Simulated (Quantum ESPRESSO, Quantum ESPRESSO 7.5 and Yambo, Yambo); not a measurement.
# Si3N4 (Fd-3m): a self-consistent loop beyond G0W0, cycle by cycle

Aim: iterate the self-energy on Si3N4 (Fd-3m) and follow the gap from cycle to cycle.

Program: Quantum ESPRESSO 7.5 and Yambo 5.3.0. Level of theory: PBE and many-body steps on it, plane waves. Results are calculated unless marked as measured.

**The experiments to reproduce.**

- Gap 4.3 ± 0.25 eV: gap from soft X-ray absorption and emission edges; soft X-ray absorption and emission spectroscopy; powder (earlier literature measurement) (quoted in “Photoluminescence and electronic transitions in cubic silicon nitride”, 2016, pmc:4698759).

This is a report of a sequence of runs, with most program output left out.

**1. The starting structure**

Symmetry: Fd-3m, No. 227, cubic system. The conventional cell has a = 7.787 Å, b = 7.787 Å, c = 7.787 Å, α = 90.00°, β = 90.00°, γ = 90.00°. Si has 6 N at 1.89 Å nearest. Nearest to Si lie 4 N at 1.79 Å. N has 4 Si at 1.79 to 1.89 Å nearest. Farther neighbours and most contacts between anions are not listed.

The cell and positions are those that the Materials Project relaxed with its own functionals (PBE, PBE+U or r2SCAN), kept fixed. This is not the form that Si3N4 usually takes at ambient conditions.

**2. Empty states on the mesh, 4×4×4 mesh, 206 bands**

This step: Quantum ESPRESSO 7.5; DFT, PBE, plane waves, norm-conserving pseudopotentials.

The sums over transitions need many empty states on a uniform mesh; this step solves for them.

Contents of pw.in:

```
&control
  calculation = 'nscf'
  prefix = 'x'
  outdir = 'o'
  pseudo_dir = 'pseudo'
/
&system
  ibrav = 0
  nat = 14
  ntyp = 2
  ecutwfc = 72.0
  nbnd = 206
  force_symmorphic = .true.
/
&electrons
  conv_thr = 1e-9
  electron_maxstep = 80
  diago_full_acc = .true.
  diago_thr_init = 5e-6
/
ATOMIC_SPECIES
  Si 28.085 Si.upf
  N 14.007 N.upf
CELL_PARAMETERS angstrom
  -0.0000000000 3.8937180000 3.8937180000
  3.8937180000 0.0000000000 3.8937180000
  3.8937180000 3.8937180000 -0.0000000000
ATOMIC_POSITIONS crystal
  Si 0.1250000000 0.1250000000 0.6250000000
  Si 0.1250000000 0.6250000000 0.1250000000
  Si 0.6250000000 0.1250000000 0.1250000000
  Si 0.1250000000 0.1250000000 0.1250000000
  Si 0.7500000000 0.7500000000 0.7500000000
  Si 0.5000000000 0.5000000000 0.5000000000
  N 0.3675630000 0.3675630000 0.3675630000
  N 0.3526890000 0.8824370000 0.8824370000
  N 0.8824370000 0.8824370000 0.3526890000
  N 0.8824370000 0.3526890000 0.8824370000
  N 0.3675630000 0.3675630000 0.8973110000
  N 0.3675630000 0.8973110000 0.3675630000
  N 0.8824370000 0.8824370000 0.8824370000
  N 0.8973110000 0.3675630000 0.3675630000
K_POINTS automatic
  4 4 4 0 0 0
```

The run is started by

```
$ OMP_NUM_THREADS=1 mpirun -n 16 pw.x -nk 4 -in pw.in > pw.out
```

It took 17 s on 16 MPI ranks of Arm Neoverse V2, shared host; peak memory 1.5 GiB; 3.6 min of CPU time.

This step gave:

```
gap                                                           : 3.398 eV
k of the valence top                                          : 0, 0.25, -0.25
k of the conduction bottom                                    : 0, 0, 0
least direct gap                                              : 3.406 eV
k points computed                                             : 8
lowest point of the top converged band, above the valence top : 62.2658 eV
```

On this mesh the gap is 3.398 eV.

The density comes from a self-consistent run that is not shown.

**3. Conversion and set-up**

This step: Yambo 5.3.0; conversion and set-up on PBE, plane waves, norm-conserving pseudopotentials.

The states are converted to the many-body program's format and the q mesh is built.

The run is started by

```
$ (cd o/x.save; p2y > p2y.log; mv SAVE ../..); yambo > setup.log
```

Run time: 3.2 s. Hardware: 1 MPI rank; peak memory 0.27 GiB.

**4. G0W0**

G0W0 replaces the xc potential by the self-energy, built once from these orbitals. Only a window of levels is corrected, while the sums run over the empty bands that the input names.

This step: G0W0 on PBE, plane waves, norm-conserving pseudopotentials.

Contents of gw1.in:

```
HF_and_locXC
gw0
dyson
ppa
em1d
rim_cut
RandQpts= 1000000
RandGvec= 1 RL
EXXRLvcs= 72 Ry
VXCRLvcs= 288 Ry
Chimod= "HARTREE"
% BndsRnXp
 1 | 206 |
%
NGsBlkXp= 9 Ry
% LongDrXp
 1 | 1 | 1 |
%
% GbndRnge
 1 | 206 |
%
DysSolver= "n"
ExtendOut
PPAPntXp= 27.21138 eV
% QPkrange
 6 | 6 | 31 | 34 |
 1 | 1 | 31 | 34 |
%
```

The run is started by

```
$ OMP_NUM_THREADS=2 mpirun -n 8 yambo -F gw1.in -J gw1 -C gw1 > gw1.log
```

Run time: 4.3 min. Hardware: 8 MPI ranks; peak memory 6.8 GiB; 60 min of CPU time.

Numbers from this step:

```
G0W0 gap on the points computed              : 4.356 eV
starting gap on the mesh                     : 3.398 eV
k of the valence top                         : 0, 0.25, -0.25
k of the conduction bottom                   : 0, 0, 0
least direct G0W0 gap on the computed points : 4.404 eV
Z at the valence top                         : 0.8106
Z at the conduction bottom                   : 0.8415
```

The gap on the mesh goes from 3.40 eV to 4.36 eV, a correction of +0.96 eV.

**5. evGW0, cycle 1**

This step: evGW0 on PBE, plane waves, norm-conserving pseudopotentials.

gw3.in, as its differences from gw1.in of step 4:

```diff
@@ -25,4 +25,4 @@
 % QPkrange
- 6 | 6 | 31 | 34 |
- 1 | 1 | 31 | 34 |
+ 1 | 8 | 29 | 35 |
 %
+GfnQPdb= "E < ./gw2/ndb.QP"
```

The run is started by

```
$ OMP_NUM_THREADS=2 mpirun -n 8 yambo -F gw3.in -J gw3,gw1_W -C gw3 > gw3.log
```

It took 7.4 min on 8 MPI ranks; peak memory 7 GiB.

This step gave:

```yaml
quasiparticle_gap_on_the_mesh: 4.499 eV
gap_of_the_density_functional_on_the_mesh: 3.398 eV
k_of_the_valence_top: 0, 0.25, -0.25
k_of_the_conduction_bottom: 0, 0, 0
least_direct_quasiparticle_gap_on_the_computed_points: 4.549 eV
z_at_the_valence_top: 0.8158
z_at_the_conduction_bottom: 0.8514
```

Against G0W0 in Yambo (4×4×4 mesh, 206 bands, screening to 122.5 eV, Godby-Needs plasmon pole), the gap moves by +0.143 eV.

The program's own table gives 4.642 eV, which is too large where the input levels are shifted: this version takes Σc at the unshifted level E₀, yet steps from the shifted one. The value above is the Newton step from E₀, E₀ + Z(Σc + Σx − Vxc), rebuilt from the printed columns.

**6. evGW0, cycle 2**

The corrected levels of the last cycle go back in.

gw4.in, as its differences from gw3.in of step 5:

```diff
@@ -27,2 +27,2 @@
 %
-GfnQPdb= "E < ./gw2/ndb.QP"
+GfnQPdb= "E < ./gw3_fix/ndb.QP"
```

The run is started by

```
$ OMP_NUM_THREADS=2 mpirun -n 8 yambo -F gw4.in -J gw4,gw1_W -C gw4 > gw4.log
```

Elapsed: 6.5 min, on 8 MPI ranks; peak memory 7 GiB; 1.6 h of CPU time.

Numbers from this step:

| Quantity | Value |
| --- | --- |
| quasiparticle gap on the mesh | 4.519 eV |
| gap of the density functional on the mesh | 3.398 eV |
| k of the valence top | 0, 0.25, -0.25 |
| k of the conduction bottom | 0, 0, 0 |
| least direct quasiparticle gap on the computed points | 4.569 eV |

Against the cycle before, the gap moves by +0.020 eV.

The program's own table gives 4.681 eV, which is too large where the input levels are shifted: this version takes Σc at the unshifted level E₀, yet steps from the shifted one. The value above is the Newton step from E₀, E₀ + Z(Σc + Σx − Vxc), rebuilt from the printed columns.

**7. evGW0, cycle 3**

gw5.in, as its differences from gw4.in of step 6:

```diff
@@ -27,2 +27,2 @@
 %
-GfnQPdb= "E < ./gw3_fix/ndb.QP"
+GfnQPdb= "E < ./gw4_fix/ndb.QP"
```

The run is started by

```
$ OMP_NUM_THREADS=2 mpirun -n 8 yambo -F gw5.in -J gw5,gw1_W -C gw5 > gw5.log
```

Elapsed: 6.4 min, on 8 MPI ranks; peak memory 7 GiB.

This step gave:

* quasiparticle gap on the mesh: 4.522 eV
* gap of the density functional on the mesh: 3.398 eV
* k of the valence top: 0, 0.25, -0.25
* k of the conduction bottom: 0, 0, 0
* least direct quasiparticle gap on the computed points: 4.572 eV

Against the cycle before, the gap moves by +0.003 eV.

The program's own table gives 4.687 eV, which is too large where the input levels are shifted: this version takes Σc at the unshifted level E₀, yet steps from the shifted one. The value above is the Newton step from E₀, E₀ + Z(Σc + Σx − Vxc), rebuilt from the printed columns.

**8. evGW, cycle 1**

This step: evGW on PBE, plane waves, norm-conserving pseudopotentials.

gw6.in, as its differences from gw5.in of step 7:

```diff
@@ -27,2 +27,3 @@
 %
-GfnQPdb= "E < ./gw4_fix/ndb.QP"
+GfnQPdb= "E < ./gw2/ndb.QP"
+XfnQPdb= "E < ./gw2/ndb.QP"
```

The run is started by

```
$ OMP_NUM_THREADS=2 mpirun -n 8 yambo -F gw6.in -J gw6 -C gw6 > gw6.log
```

Wall time 9.4 min (8 MPI ranks); peak memory 7.4 GiB; 2.2 h of CPU time.

Numbers from this step:

```
quasiparticle gap on the mesh                         : 4.746 eV
gap of the density functional on the mesh             : 3.398 eV
k of the valence top                                  : 0, 0.25, -0.25
k of the conduction bottom                            : 0, 0, 0
least direct quasiparticle gap on the computed points : 4.795 eV
```

Against G0W0 in Yambo (4×4×4 mesh, 206 bands, screening to 122.5 eV, Godby-Needs plasmon pole), the gap moves by +0.390 eV.

The program's own table gives 4.877 eV, which is too large where the input levels are shifted: this version takes Σc at the unshifted level E₀, yet steps from the shifted one. The value above is the Newton step from E₀, E₀ + Z(Σc + Σx − Vxc), rebuilt from the printed columns.

**9. evGW, cycle 2**

gw7.in, as its differences from gw6.in of step 8:

```diff
@@ -27,3 +27,3 @@
 %
-GfnQPdb= "E < ./gw2/ndb.QP"
-XfnQPdb= "E < ./gw2/ndb.QP"
+GfnQPdb= "E < ./gw6_fix/ndb.QP"
+XfnQPdb= "E < ./gw6_fix/ndb.QP"
```

The run is started by

```
$ OMP_NUM_THREADS=2 mpirun -n 8 yambo -F gw7.in -J gw7 -C gw7 > gw7.log
```

Run time: 9.7 min. Hardware: 8 MPI ranks; peak memory 7.2 GiB; 2.3 h of CPU time.

This step gave:

```yaml
quasiparticle_gap_on_the_mesh: 4.863 eV
gap_of_the_density_functional_on_the_mesh: 3.398 eV
k_of_the_valence_top: 0, 0.25, -0.25
k_of_the_conduction_bottom: 0, 0, 0
least_direct_quasiparticle_gap_on_the_computed_points: 4.911 eV
```

Against the cycle before, the gap moves by +0.117 eV.

The program's own table gives 5.038 eV, which is too large where the input levels are shifted: this version takes Σc at the unshifted level E₀, yet steps from the shifted one. The value above is the Newton step from E₀, E₀ + Z(Σc + Σx − Vxc), rebuilt from the printed columns.

**10. evGW, cycle 3**

gw8.in, as its differences from gw7.in of step 9:

```diff
@@ -27,3 +27,3 @@
 %
-GfnQPdb= "E < ./gw6_fix/ndb.QP"
-XfnQPdb= "E < ./gw6_fix/ndb.QP"
+GfnQPdb= "E < ./gw7_fix/ndb.QP"
+XfnQPdb= "E < ./gw7_fix/ndb.QP"
```

The run is started by

```
$ OMP_NUM_THREADS=2 mpirun -n 8 yambo -F gw8.in -J gw8 -C gw8 > gw8.log
```

Wall time 9.7 min (8 MPI ranks); peak memory 7.4 GiB; 2.3 h of CPU time.

This step gave:

```yaml
quasiparticle_gap_on_the_mesh: 4.896 eV
gap_of_the_density_functional_on_the_mesh: 3.398 eV
k_of_the_valence_top: 0, 0.25, -0.25
k_of_the_conduction_bottom: 0, 0, 0
least_direct_quasiparticle_gap_on_the_computed_points: 4.943 eV
```

Against the cycle before, the gap moves by +0.032 eV.

The program's own table gives 5.083 eV, which is too large where the input levels are shifted: this version takes Σc at the unshifted level E₀, yet steps from the shifted one. The value above is the Newton step from E₀, E₀ + Z(Σc + Σx − Vxc), rebuilt from the printed columns.

**11. evGW, cycle 4**

gw9.in, as its differences from gw8.in of step 10:

```diff
@@ -27,3 +27,3 @@
 %
-GfnQPdb= "E < ./gw7_fix/ndb.QP"
-XfnQPdb= "E < ./gw7_fix/ndb.QP"
+GfnQPdb= "E < ./gw8_fix/ndb.QP"
+XfnQPdb= "E < ./gw8_fix/ndb.QP"
```

The run is started by

```
$ OMP_NUM_THREADS=2 mpirun -n 8 yambo -F gw9.in -J gw9 -C gw9 > gw9.log
```

Elapsed: 11 min, on 8 MPI ranks; peak memory 7.2 GiB.

This step gave:

* quasiparticle gap on the mesh: 4.904 eV
* gap of the density functional on the mesh: 3.398 eV
* k of the valence top: 0, 0.25, -0.25
* k of the conduction bottom: 0, 0, 0
* least direct quasiparticle gap on the computed points: 4.952 eV

Against the cycle before, the gap moves by +0.009 eV.

The program's own table gives 5.095 eV, which is too large where the input levels are shifted: this version takes Σc at the unshifted level E₀, yet steps from the shifted one. The value above is the Newton step from E₀, E₀ + Z(Σc + Σx − Vxc), rebuilt from the printed columns.

**12. The runs together**

Times are wall times on 8 MPI ranks of Arm Neoverse V2, shared host, good to a factor of about two.

```
           run   mesh  bands  screening cutoff (eV)  DFT gap (eV)  gap on the mesh (eV)  direct (eV)     time
          G0W0  4×4×4    206                  122.5         3.398                 4.356        4.404  4.3 min
evGW0, cycle 1  4×4×4    206                  122.5         3.398                 4.499        4.549  7.4 min
evGW0, cycle 2  4×4×4    206                  122.5         3.398                 4.519        4.569  6.5 min
evGW0, cycle 3  4×4×4    206                  122.5         3.398                 4.522        4.572  6.4 min
 evGW, cycle 1  4×4×4    206                  122.5         3.398                 4.746        4.795  9.4 min
 evGW, cycle 2  4×4×4    206                  122.5         3.398                 4.863        4.911  9.7 min
 evGW, cycle 3  4×4×4    206                  122.5         3.398                 4.896        4.943  9.7 min
 evGW, cycle 4  4×4×4    206                  122.5         3.398                 4.904        4.952   11 min
```

**13. Results**

| Item | Value |
| --- | --- |
| G0W0 | 4.356 eV |
| evGW0, cycle 1 | 4.499 eV |
| evGW0, cycle 2 | 4.519 eV |
| evGW0, cycle 3 | 4.522 eV |
| evGW, cycle 1 | 4.746 eV |
| evGW, cycle 2 | 4.863 eV |
| evGW, cycle 3 | 4.896 eV |
| evGW, cycle 4 | 4.904 eV |
| known limits | not at the basis limit |

evGW0 ends at 4.52 eV, +0.17 eV from G0W0, after 3 cycles that took 20 min beside the first screening; the last moved the gap by 0.003 eV. evGW ends at 4.90 eV, +0.55 eV from G0W0, after 4 cycles that took 40 min beside the first screening; the last moved the gap by 0.009 eV. Against experiment, by evGW, cycle 4: the gap of 4.90 eV lies +0.60 eV from the measured 4.3 ± 0.25 eV (electronic, quoted 2016). These are gaps on the mesh, at modest bands and cutoff. The calculation has static nuclei and no excitons; a measured gap holds zero-point and thermal motion, which mostly lowers it. Bands and cutoff are finite, so the gap is not at the basis limit. The miss can reach some tenths of an eV and take either sign; the mesh is an error of its own.

[Paths, hosts, dates, memory and timing lines, banners, echoed tables and standing remarks are left out of the program output.]

[Logs are printed without paths, hosts, clocks, repeated set-up lines and the standing remarks that a program may print on its own settings, such as how far it seeks lower states.]

[Runs of the session that timed out or met a known fault of the program may be left out.]

[Hosts, paths, dates, database ids (printed as entryN), source tags and the programs' standing remarks are cut or masked in the printed files.]
